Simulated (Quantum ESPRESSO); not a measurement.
Computed results, one entry a study.

```json
{"subject": "NiS2 (Vaesite): which magnetic order is lowest", "lattice_ang": [[5.6873, 0.0, 0.0], [0.0, 5.6873, 0.0], [0.0, 0.0, 5.6873]], "atoms": [["Ni", 0.0, 0.0, 0.0], ["Ni", 0.5, 0.0, 0.5], ["Ni", 0.5, 0.5, 0.0], ["Ni", 0.0, 0.5, 0.5], ["S", 0.3955, 0.3955, 0.3955], ["S", 0.1045, 0.6045, 0.8955], ["S", 0.8955, 0.1045, 0.6045], ["S", 0.6045, 0.8955, 0.1045], ["S", 0.6045, 0.6045, 0.6045], ["S", 0.8955, 0.3955, 0.1045], ["S", 0.1045, 0.8955, 0.3955], ["S", 0.3955, 0.1045, 0.8955]], "method": "PBEsol; plane waves with GBRV 1.5 PBEsol potentials, no spin-orbit coupling, projections on orthogonalised atomic orbitals (and 2 further levels or steps)", "program": "Quantum ESPRESSO 7.5", "settings_of_one_run": "GBRV 1.5 PBEsol, potential files Ni: ni_pbesol_v1.4.uspp.F.UPF, S: s_pbesol_v1.4.uspp.F.UPF, cutoff 544.23 eV, 4×4×4 k-mesh, 80 bands, fermi-dirac occupations, smearing width 0.05 eV, collinear spin, SCF threshold 2.40e-8, starting moments 2 2 -2 -2 0 0 0 0 0 0 0 0 μB", "cost": "5 runs, 7 min in all on 4 MPI ranks of AMD EPYC 9R45 (Zen 5), shared host (the runs of this entry)", "notes": "This is the lowest of 3 collinear or spinless starts, no proof of the ground state. No Hubbard term acts here. In such compounds local and semilocal functionals without one often delocalise the d electrons, and can shrink or lose moments and miss the size, sign and order of the couplings.", "results": {"lowest_state_found": "antiferromagnetic (from antiferro ++--)", "largest_site_moment": "0.460 μB", "next_state_with_moments": "ferrimagnetic, 0.887 meV a seeded atom higher"}}
```

[Logs and program files are shortened in this print: banners, set-up blocks, solver, clock and traceback lines can be left out without a mark of their own.]

[Logs are printed without paths, hosts, clocks, repeated set-up lines and the standing remarks that a program may print on its own settings, such as how far it seeks lower states.]

[Hosts, paths, dates, database ids (printed as entryN), source tags and the programs' standing remarks are cut or masked in the printed files.]

[Where a cell is said to come from a database of computed structures, the database is the Materials Project.]
